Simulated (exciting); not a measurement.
# ZrBrN: the N K edge from the Bethe–Salpeter equation

How far do the exchange and direct terms reshape the N K edge of ZrBrN?

Main program and level: exciting sodium; X-ray absorption, core-level Bethe-Salpeter equation, exchange and statically screened direct term, Tamm-Dancoff, all-electron LAPW+lo LDA.

## (1) The structure

The structure is trigonal, space group R-3m (No. 166). Conventional cell: a = 3.654 Å, b = 3.654 Å, c = 30.452 Å, α = 90.00°, β = 90.00°, γ = 120.00°. Zr has 4 N at 2.15 to 2.16 Å and 3 Br at 2.89 Å nearest. Br has 3 Zr at 2.89 Å nearest. Nearest to N lie 4 Zr at 2.15 to 2.16 Å. Farther neighbours and most contacts between anions are not listed.

Structure file:

```cif
data_structure
_symmetry_space_group_name_H-M 'R-3m:H'
_symmetry_Int_Tables_number 166
_cell_length_a 3.6541
_cell_length_b 3.6541
_cell_length_c 30.4524
_cell_angle_alpha 90.000
_cell_angle_beta 90.000
_cell_angle_gamma 120.000
_cell_volume 352.14
loop_
_atom_site_label
_atom_site_type_symbol
_atom_site_symmetry_multiplicity
_atom_site_Wyckoff_symbol
_atom_site_fract_x
_atom_site_fract_y
_atom_site_fract_z
_atom_site_occupancy
Zr1 Zr 6 c 0.00000 0.00000 0.12403 1
Br1 Br 6 c 0.33333 0.66667 0.05904 1
N1 N 6 c 0.00000 0.00000 0.19505 1
```

Differences between curves are given as r.m.s. difference over r.m.s. height.

## (2) The self-consistent potential

The species files are the program's own, with muffin-tin radii set in the input.

The input, input.xml:

```
<input>
  <title>ZrBrN</title>
  <structure speciespath="." autormt="false" epslat="1.0e-5">
    <crystal>
      <basevect>3.4526449059 1.9933854659 19.1822421087</basevect>
      <basevect>-3.4526449059 1.9933854659 19.1822421087</basevect>
      <basevect>0.0000000000 -3.9867709316 19.1822421087</basevect>
    </crystal>
    <species speciesfile="Zr.xml" rmt="2.240">
      <atom coord="0.1240294300 0.1240294300 0.1240294300"/>
      <atom coord="0.8759705700 0.8759705700 0.8759705700"/>
    </species>
    <species speciesfile="Br.xml" rmt="2.300">
      <atom coord="0.3923701400 0.3923701400 0.3923701400"/>
      <atom coord="0.6076298600 0.6076298600 0.6076298600"/>
    </species>
    <species speciesfile="N.xml" rmt="1.708">
      <atom coord="0.1950535500 0.1950535500 0.1950535500"/>
      <atom coord="0.8049464500 0.8049464500 0.8049464500"/>
    </species>
  </structure>
  <groundstate do="fromscratch" xctype="LDA_PW" ngridk="3 3 3" rgkmax="7" gmaxvr="14" nempty="8" swidth="0.001" maxscl="100" epsengy="1e-5"/>
</input>
```

Run with:

```bash
OMP_NUM_THREADS=1 mpirun -n 4 exciting
```

Numbers of over 12 decimals in the logs are rounded to 6 here.

Output:

```text
EXCITING SODIUM started
********************************************************************************
* Ground-state run starting from atomic densities                              *
********************************************************************************
+ Starting initialization                                                      +
[... lattice and species ...]
 Spin treatment                             :    spin-unpolarised
 Number of Bravais lattice symmetries       :      12
[...]
valence-band maximum at    1      0.0000  0.0000  0.0000
     conduction-band minimum at    4      0.6667  0.3333  0.0000
+ Self-consistent loop stopped                                                 +
 STATE.OUT is written
********************************************************************************
* Groundstate module stopped                                                   *
********************************************************************************
 Total time spent (seconds)                 :       134.08
| EXCITING SODIUM stopped                                                      =
[key lines of the parts left out:]
Total energy                               :    -12506.55099993
Fermi energy                               :         0.21345892
```

It took 2.3 min on 4 MPI ranks of Intel Xeon at 2.70GHz, shared host.

The mesh shows a gap of 1.48 eV. Core levels (Dirac, from the valence top):

```csv
atom,level,energy (eV)
N,1s1/2,-371.6
```

## (3) A richer basis for the empty states

Each species file gets more local orbitals, built from u and its energy derivative at 0.15 Ha and u at 0.9 Ha.

input.xml is that of step 2.

The input, SPECIES.xml, added lines:

```
<lo l="L">  <!-- L = 0, 1, 2 -->
  <wf matchingOrder="0" trialEnergy="0.1500" searchE="false"/>
  <wf matchingOrder="1" trialEnergy="0.1500" searchE="false"/>
  <wf matchingOrder="0" trialEnergy="0.9000" searchE="false"/>
</lo>
```

Run with:

```bash
OMP_NUM_THREADS=1 mpirun -n 4 exciting
```

Output:

```text
EXCITING SODIUM started
********************************************************************************
* Ground-state run starting from atomic densities                              *
********************************************************************************
+ Starting initialization                                                      +
[... lattice and species ...]
 Spin treatment                             :    spin-unpolarised
 Number of Bravais lattice symmetries       :      12
[...]
valence-band maximum at    1      0.0000  0.0000  0.0000
     conduction-band minimum at    4      0.6667  0.3333  0.0000
+ Self-consistent loop stopped                                                 +
 STATE.OUT is written
********************************************************************************
* Groundstate module stopped                                                   *
********************************************************************************
 Total time spent (seconds)                 :       118.90
| EXCITING SODIUM stopped                                                      =
[key lines of the parts left out:]
Total energy                               :    -12506.55300128
Fermi energy                               :         0.21364767
```

Wall time 2 min (4 MPI ranks).

Against the first ground state the total energy moves by -9 meV an atom and the gap by 0.00 eV.

## (4) Screening, kernels and BSE for N atom 5

The absorber has 4 Zr at 2.15 Å (distorted tetrahedral, site symmetry 3m).

Edit input.xml of step 3 so:

```diff
@@ -21,3 +21,20 @@
   </structure>
-  <groundstate do="fromscratch" xctype="LDA_PW" ngridk="3 3 3" rgkmax="7" gmaxvr="14" nempty="8" swidth="0.001" maxscl="100" epsengy="1e-5"/>
+  <groundstate do="skip" xctype="LDA_PW" ngridk="3 3 3" rgkmax="7" gmaxvr="14" nempty="8" swidth="0.001" maxscl="100" epsengy="1e-5"/>
+  <xs xstype="BSE" ngridk="3 3 3" ngridq="3 3 3" vkloff="0.097 0.273 0.493" rgkmax="7" nempty="54" gqmax="3" lmaxapwwf="5" lmaxemat="2" broad="0.01654" tevout="true">
+    <energywindow intv="13.265 14.882" points="439"/>
+    <screening screentype="full" nempty="82"/>
+    <BSE xas="true" xasspecies="3" xasatom="1" xasedge="K" bsetype="singlet" nstlxas="1 50"/>
+    <qpointset>
+      <qpoint>0 0 0</qpoint>
+    </qpointset>
+    <plan>
+      <doonly task="xsgeneigvec"/>
+      <doonly task="writepmatxs"/>
+      <doonly task="scrgeneigvec"/>
+      <doonly task="scrwritepmat"/>
+      <doonly task="screen"/>
+      <doonly task="scrcoulint"/>
+      <doonly task="exccoulint"/>
+    </plan>
+  </xs>
 </input>
```

The input, input.xml for the last start (plan only):

```
  <plan>
    <doonly task="bse"/>
  </plan>
```

Run with:

```bash
OMP_NUM_THREADS=1 mpirun -n 4 exciting
OMP_NUM_THREADS=4 exciting
```

Output:

```text
| EXCITING SODIUM started for task xsgeneigvec ( 301)                          =
One-shot GS runs for BSE calculations
One-shot GS runs for k+qmt/2 grids
Info(xsgeneigvec): Generating eigenvectors for Q-point      1
Info(xsgeneigvec): Generation of eigenvectors finished
| EXCITING SODIUM started for task writepmatxs ( 320)                          =
Info(writepmatxs): Momentum matrix elements finished
| EXCITING SODIUM started for task scrgeneigvec ( 401)                         =
One-shot GS runs for BSE calculations
One-shot GS runs for k+qmt/2 grids
[...]
Info(setup_bse_block): Setting up RR part of hamiltonian
Info(setup_bse_block): Singlet spin state
Info(bse): Diagonalizing RR Hamiltonian (TDA)
Info(bse): Invoking Lapack routine ZHEEVR
      2700 eigen solutions found in the interval:
         i1=       1 i2=    2700
Info(bse): Writing excition energies and oscillator strengths to text file.
Info(makespectrum_dist): Making spectrum using formula for coupling with time reversed AR basis.
Info(makespectrum_dist): Using formalism for vanishing momentum transfer.
Info(writederived): Writing quantities derived from the macroscopic dielectric function.
Info(bselauncher): Spectrum finished for iqmt=  1
Info(bselauncher): All done for BSE type singlet
```

Wall time 65 min (4 MPI ranks).

Wall time by task: xsgeneigvec 26 s, writepmatxs 13 s, scrgeneigvec 23 s, scrwritepmat 11 s, screen 19 min, scrcoulint 32 min, exccoulint 12 min, bse 25 s.

The N K spectrum of N atom 5 (energy from the Kohn–Sham onset, core level to the lowest empty state found on the meshes used, 372.96 eV; the ground-state mesh sets it, and the shifted mesh has its lowest transition 0.30 eV above it; Im ε scaled to the maximum of the singlet run; cut below the end of the band set):

```csv
E (eV),isotropic,ε ⊥ c,ε ∥ c
-4.5,0.02,0.02,0.02
-4.0,0.03,0.03,0.03
-3.5,0.03,0.04,0.03
-3.0,0.05,0.05,0.04
-2.5,0.06,0.07,0.06
-2.0,0.10,0.11,0.08
-1.5,0.18,0.21,0.12
-1.0,0.38,0.45,0.23
-0.5,0.54,0.54,0.52
0.0,0.81,0.68,1.08
0.5,0.75,0.66,0.92
1.0,0.65,0.68,0.60
1.5,0.68,0.69,0.65
2.0,0.86,0.90,0.76
2.5,0.98,1.01,0.92
3.0,0.73,0.72,0.74
3.5,0.57,0.61,0.50
4.0,0.44,0.50,0.30
4.5,0.36,0.41,0.25
5.0,0.33,0.32,0.33
5.5,0.34,0.33,0.36
6.0,0.32,0.31,0.34
6.5,0.31,0.28,0.35
7.0,0.30,0.27,0.36
7.5,0.30,0.29,0.34
8.0,0.28,0.27,0.31
8.5,0.27,0.26,0.28
9.0,0.29,0.29,0.29
9.5,0.29,0.30,0.28
10.0,0.28,0.31,0.23
10.5,0.27,0.30,0.21
11.0,0.27,0.29,0.24
11.5,0.32,0.30,0.36
12.0,0.41,0.36,0.51
12.5,0.37,0.36,0.39
13.0,0.35,0.35,0.34
13.5,0.31,0.30,0.34
14.0,0.25,0.24,0.28
14.5,0.24,0.24,0.23
15.0,0.21,0.22,0.18
15.5,0.18,0.19,0.16
16.0,0.16,0.17,0.14
16.5,0.16,0.16,0.15
17.0,0.17,0.18,0.16
17.5,0.18,0.19,0.16
18.0,0.20,0.21,0.17
18.5,0.19,0.19,0.19
19.0,0.19,0.19,0.19
19.5,0.19,0.20,0.16
20.0,0.18,0.20,0.15
20.5,0.16,0.16,0.16
21.0,0.15,0.14,0.18
21.5,0.14,0.13,0.16
```

Maxima (height): 0.0 eV (0.81), 2.4 eV (1.00), 5.6 eV (0.34), 9.4 eV (0.30), 12.1 eV (0.41) and 18.1 eV (0.20).

The Hamiltonian has 2700 rows. The lowest groups of eigenvalues and the brightest ones, on the scale above (the program counts from the shifted mesh's onset, 0.30 eV higher). Core spinors bring spin-forbidden partners, so dark means forbidden by spin or by symmetry, and the shifted mesh splits states that symmetry would keep together:

```csv
energy (eV),states within 10 meV,relative strength
-0.992,1,dark
-0.979,1,0.71
-0.932,1,dark
-0.920,1,0.67
-0.261,1,dark
-0.247,1,0.70
-0.158,1,0.71
-0.008,1,1.00
0.320,1,0.82
2.445,3,0.97
```

## (5) Independent particles

Edit input.xml of step 4 so:

```diff
@@ -25,3 +25,3 @@
     <screening screentype="full" nempty="82"/>
-    <BSE xas="true" xasspecies="3" xasatom="1" xasedge="K" bsetype="singlet" nstlxas="1 50"/>
+    <BSE xas="true" xasspecies="3" xasatom="1" xasedge="K" bsetype="IP" nstlxas="1 50"/>
     <qpointset>
@@ -30,9 +30,3 @@
     <plan>
-      <doonly task="xsgeneigvec"/>
-      <doonly task="writepmatxs"/>
-      <doonly task="scrgeneigvec"/>
-      <doonly task="scrwritepmat"/>
-      <doonly task="screen"/>
-      <doonly task="scrcoulint"/>
-      <doonly task="exccoulint"/>
+      <doonly task="bse"/>
     </plan>
```

Run with:

```bash
OMP_NUM_THREADS=4 exciting
```

Output:

```text
| EXCITING SODIUM started for task bse ( 445)                                  =
Info(bselauncher): Init time:    1.723667
Info(bselauncher): Setting up and diagonalizing BSE Hamiltonian.
Info(bselauncher): Using momentum transfer vectors from list :   1 to  1
Info(bselauncher): Distributing qmt-points over   1 processes.
Info(bselauncher): BSE type: IP
Info(bselauncher): Momentum transfer list index: iqmt=  1
Info(bselauncher): Momentum transfer: vqmtl=   0.000   0.000   0.000
Info(bse): Inspecting occupations...
Info(setranges_modxs): Number of non-reduced k-points:       27
[...]
highest unoccupied state:  84
  Opening gap with a scissor of:      0.000/H      0.000/eV
Info(select_transitions): Number of participating transitions:    2700
Info(bse): Selecting transitions...
Info(bse):bsegap (eV):   373.253871
Info(bse): IP requested, nothing much to do
Info(bse): Writing excition energies and oscillator strengths to text file.
Info(makespectrum_dist): Making spectrum using formula for coupling with time reversed AR basis.
Info(makespectrum_dist): Using formalism for vanishing momentum transfer.
Info(writederived): Writing quantities derived from the macroscopic dielectric function.
Info(bselauncher): Spectrum finished for iqmt=  1
Info(bselauncher): All done for BSE type IP
```

Elapsed: 3 s, on 4 threads.

Maxima (height): 2.0 eV (0.40), 4.5 eV (0.79), 10.7 eV (0.34), 14.7 eV (0.46) and 20.8 eV (0.28); 1 lower ones aren't listed. The spectrum differs from the singlet run by 63 % r.m.s. Moving the earlier curve by +2.3 eV leaves 28 %. The highest maximum lies at 4.5 eV (0.79), against 2.4 eV (1.00).

## (6) Exchange alone

Edit input.xml of step 5 so:

```diff
@@ -25,3 +25,3 @@
     <screening screentype="full" nempty="82"/>
-    <BSE xas="true" xasspecies="3" xasatom="1" xasedge="K" bsetype="IP" nstlxas="1 50"/>
+    <BSE xas="true" xasspecies="3" xasatom="1" xasedge="K" bsetype="RPA" nstlxas="1 50"/>
     <qpointset>
```

Run with:

```bash
OMP_NUM_THREADS=4 exciting
```

Output:

```text
| EXCITING SODIUM started for task bse ( 445)                                  =
Info(bselauncher): Init time:    1.958791
Info(bselauncher): Setting up and diagonalizing BSE Hamiltonian.
Info(bselauncher): Using momentum transfer vectors from list :   1 to  1
Info(bselauncher): Distributing qmt-points over   1 processes.
Info(bselauncher): BSE type: RPA
Info(bselauncher): Momentum transfer list index: iqmt=  1
Info(bselauncher): Momentum transfer: vqmtl=   0.000   0.000   0.000
Info(bse): Inspecting occupations...
Info(setranges_modxs): Number of non-reduced k-points:       27
[...]
Info(setup_bse_block): Setting up RR part of hamiltonian
Info(setup_bse_block): Using RPA approximation
Info(bse): Diagonalizing RR Hamiltonian (TDA)
Info(bse): Invoking Lapack routine ZHEEVR
      2700 eigen solutions found in the interval:
         i1=       1 i2=    2700
Info(bse): Writing excition energies and oscillator strengths to text file.
Info(makespectrum_dist): Making spectrum using formula for coupling with time reversed AR basis.
Info(makespectrum_dist): Using formalism for vanishing momentum transfer.
Info(writederived): Writing quantities derived from the macroscopic dielectric function.
Info(bselauncher): Spectrum finished for iqmt=  1
Info(bselauncher): All done for BSE type RPA
```

Elapsed: 24 s, on 4 threads.

Maxima (height): 2.1 eV (0.37), 4.5 eV (0.76), 10.8 eV (0.34), 14.7 eV (0.47) and 20.9 eV (0.30); 1 lower ones aren't listed. Against the independent-particle run the r.m.s. difference is 4 %.

## (7) A changed run

In this try the input is made faulty on purpose, to show what that does.

Edit input.xml of step 6 so:

```diff
@@ -24,4 +24,4 @@
     <energywindow intv="13.265 14.882" points="439"/>
-    <screening screentype="full" nempty="82"/>
-    <BSE xas="true" xasspecies="3" xasatom="1" xasedge="K" bsetype="RPA" nstlxas="1 50"/>
+    <screening screentype="full" nempty="8"/>
+    <BSE xas="true" xasspecies="3" xasatom="1" xasedge="K" bsetype="singlet" nstlxas="1 50"/>
     <qpointset>
@@ -30,3 +30,6 @@
     <plan>
-      <doonly task="bse"/>
+      <doonly task="scrgeneigvec"/>
+      <doonly task="scrwritepmat"/>
+      <doonly task="screen"/>
+      <doonly task="scrcoulint"/>
     </plan>
```

Run with:

```bash
OMP_NUM_THREADS=1 mpirun -n 4 exciting
```

Output:

```text
| EXCITING SODIUM started for task scrgeneigvec ( 401)                         =
One-shot GS runs for BSE calculations
One-shot GS runs for k+qmt/2 grids
Info(xsgeneigvec): Generating eigenvectors for Q-point      1
Using screening GS parameters.
Info(xsgeneigvec): Generation of eigenvectors finished
| EXCITING SODIUM started for task scrwritepmat ( 420)                         =
Info(writepmatxs): Momentum matrix elements finished
Info(scrwritepmat): Momentum matrix elements for screening finished
| EXCITING SODIUM started for task screen ( 430)                               =
Info(screenlauncher): Calculating screening for unshifted q-grid.
Info(screenlauncher): Number of q points:       6
Info(screenlauncher): lowest (partially)  unoccupied state:     35
Info(screenlauncher): highest (partially) occupied state  :     34
Info(screenlauncher): number of occupied states considered:   34
Info(screenlauncher): number of unoccupied states considered:    9
Info(screenlauncher): Starting loop over q-points
Info(screenlauncher): Screening for unshifted q-grid finished
Info(screenlauncher): Screening finished
| EXCITING SODIUM started for task scrcoulint ( 440)                           =
Info(scrcoulintlauncher): Setting up screened Coulomb interaction matrix W.
Info(scrcoulintlauncher): Using momentum transfer vectors from list :   1 to  1
Info(scrcoulintlauncher): Calculating screened Coulomb interaction matrix W
Info(scrcoulintlauncher): Momentum transfer list index: iqmt=  1
Info(scrcoulintlauncher): Momentum transfer: vqmtl=   0.000   0.000   0.000
Info(scrcoulintlauncher): Calculating RR block of W
Info(scrcoulint): Inspecting occupations...
Info(setranges_modxs): Number of non-reduced k-points:       27
Info(setranges_modxs): Number of states considered:       89
Info(setranges_modxs): Number of (partially) occupied states:        2
Info(setranges_modxs): Highest (partially) occupied states:       34
Info(setranges_modxs): Number of (partially) unoccupied states:       55
Info(setranges_modxs): Lowest (partially) unoccupied states:       35
Info(scrcoulint): Selecting transitions...
Info(select_transitions): Inspecting transitions in the  band interval:
  lowest occupied state:   1
  highest occupied state:   2
  lowest unoccupied state:  35
  highest unoccupied state:  84
  Opening gap with a scissor of:      0.000/H      0.000/eV
Info(select_transitions): Number of participating transitions:    2700
Info(scrcoulint): Size of file SCCLI will be about     0.056326 GB
Info(scrcoulint): Using q-grid
Info(scrcoulint): Number of reduced q-points:      6
Info(scrcoulint): Number of non-reduced q-points:     27
```

It took 18 min on 4 MPI ranks.

The run was cut off at its time limit.

What this input changed: empty states in the screening from 82 to 8.

## (8) Ground state with other settings

In this try the input is made faulty on purpose, to show what that does.

The input, input.xml:

```
<input>
  <title>ZrBrN</title>
  <structure speciespath="." autormt="false" epslat="1.0e-5">
    <crystal>
      <basevect>3.4526449059 1.9933854659 19.1822421087</basevect>
      <basevect>-3.4526449059 1.9933854659 19.1822421087</basevect>
      <basevect>0.0000000000 -3.9867709316 19.1822421087</basevect>
    </crystal>
    <species speciesfile="Zr.xml" rmt="2.240">
      <atom coord="0.1240294300 0.1240294300 0.1240294300"/>
      <atom coord="0.8759705700 0.8759705700 0.8759705700"/>
    </species>
    <species speciesfile="Br.xml" rmt="2.300">
      <atom coord="0.3923701400 0.3923701400 0.3923701400"/>
      <atom coord="0.6076298600 0.6076298600 0.6076298600"/>
    </species>
    <species speciesfile="N.xml" rmt="1.708">
      <atom coord="0.1950535500 0.1950535500 0.1950535500"/>
      <atom coord="0.8049464500 0.8049464500 0.8049464500"/>
    </species>
  </structure>
  <groundstate do="fromscratch" xctype="LDA_PW" ngridk="3 3 3" rgkmax="4.5" gmaxvr="14" nempty="8" swidth="0.001" maxscl="100" epsengy="1e-5"/>
</input>
```

SPECIES.xml, added lines is that of step 3.

Run with:

```bash
OMP_NUM_THREADS=1 mpirun -n 4 exciting
```

Output:

```text
EXCITING SODIUM started
********************************************************************************
* Ground-state run starting from atomic densities                              *
********************************************************************************
+ Starting initialization                                                      +
[... lattice and species ...]
 Spin treatment                             :    spin-unpolarised
 Number of Bravais lattice symmetries       :      12
[...]
valence-band maximum at    1      0.0000  0.0000  0.0000
     conduction-band minimum at    4      0.6667  0.3333  0.0000
+ Self-consistent loop stopped                                                 +
 STATE.OUT is written
********************************************************************************
* Groundstate module stopped                                                   *
********************************************************************************
 Total time spent (seconds)                 :       107.78
| EXCITING SODIUM stopped                                                      =
[key lines of the parts left out:]
Total energy                               :    -12506.38383844
Fermi energy                               :         0.19161267
```

Run time: 1.8 min. Hardware: 4 MPI ranks.

Against the second ground state the total energy moves by 767 meV an atom and the gap by 0.15 eV.

[end of part 1 of 2]

[Banner, clock and machine lines of the logs are left out without a mark of their own.]

[Logs are printed without paths, hosts, clocks, repeated set-up lines and the standing remarks that a program may print on its own settings, such as how far it seeks lower states.]

[Hosts, paths, dates, database ids (printed as entryN), source tags and the programs' standing remarks are cut or masked in the printed files.]
